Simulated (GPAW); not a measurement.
Consider NbRu (Pm-3m).

```
Ru Nb
1.0
     3.18400    0.00000    0.00000
     0.00000    3.18400    0.00000
     0.00000    0.00000    3.18400
Ru Nb
1 1
Cartesian
  1.5920 1.5920 1.5920
  0.0000 0.0000 0.0000
```

Absorber: atom 2, with 8 Ru at 2.76 Å and 6 Nb at 3.18 Å (cube and octahedron, as in bcc, site symmetry m-3m). Method: GPAW, LDA, excited-electron core hole (neutral cell), 8-atom cell with 5.5 Å between holes, 6×6×6 k points, dipole transitions, Gaussian full width 1.66 eV up to 4 eV, rising linearly to 3.5 eV at 25 eV.

Predict the near-edge structure at the Nb L₃ edge.

Main maxima up to 30 eV above the zero (height): 0.6 eV (3.31), 2.2 eV (2.94), 11.6 eV (0.83) and 18.8 eV (0.72). At an L edge the dipole rule selects empty d (and weakly s) states on the absorber, and the strong line at the onset measures the empty part of its d band. 

The Nb L₃ spectrum (energy from the lowest empty level; intensity scaled to a mean of 1 over the first 20 eV):

| E (eV) | intensity |
| --- | --- |
| -2.0 | 0.02 |
| -1.0 | 0.53 |
| 0.0 | 2.66 |
| 1.0 | 3.12 |
| 2.0 | 2.89 |
| 3.0 | 2.32 |
| 4.0 | 0.94 |
| 5.0 | 0.67 |
| 6.0 | 0.49 |
| 7.0 | 0.39 |
| 8.0 | 0.34 |
| 9.0 | 0.48 |
| 10.0 | 0.72 |
| 11.0 | 0.82 |
| 12.0 | 0.82 |
| 13.0 | 0.73 |
| 14.0 | 0.60 |
| 15.0 | 0.52 |
| 16.0 | 0.50 |
| 17.0 | 0.55 |
| 18.0 | 0.67 |
| 19.0 | 0.72 |
| 20.0 | 0.60 |
| 21.0 | 0.45 |
| 22.0 | 0.42 |
| 23.0 | 0.46 |
| 24.0 | 0.49 |
| 25.0 | 0.49 |
| 26.0 | 0.51 |
| 27.0 | 0.56 |
| 28.0 | 0.57 |
| 29.0 | 0.55 |
| 30.0 | 0.53 |
| 31.0 | 0.57 |
| 32.0 | 0.60 |

Only the L₃ part is meant: spin–orbit coupling of the core level isn't computed and the L₂ copy isn't added. The script folds with a Gaussian, whereas the core hole's own line is a Lorentzian, so the onset is too steep and the first peak too high. The holes are only 5.5 Å apart, so the shape is probably not converged with cell size; no larger cell was run here. The structure is a published determination, not relaxed.

[Banner, clock and machine lines of the logs are left out without a mark of their own.]

[Logs are printed without paths, hosts, clocks, repeated set-up lines and the standing remarks that a program may print on its own settings, such as how far it seeks lower states.]

[Hosts, paths, dates, database ids (printed as entryN), source tags and the programs' standing remarks are cut or masked in the printed files.]

[Lists of maxima count a maximum above −3 eV only where it reaches 4 % of the highest in the window and stands out from its surroundings by 2 % of it (1.5 % where it reaches 55 %); shoulders and weaker maxima are passed over, and of the rest the first, up to two pre-edge ones and the few strongest are named.]
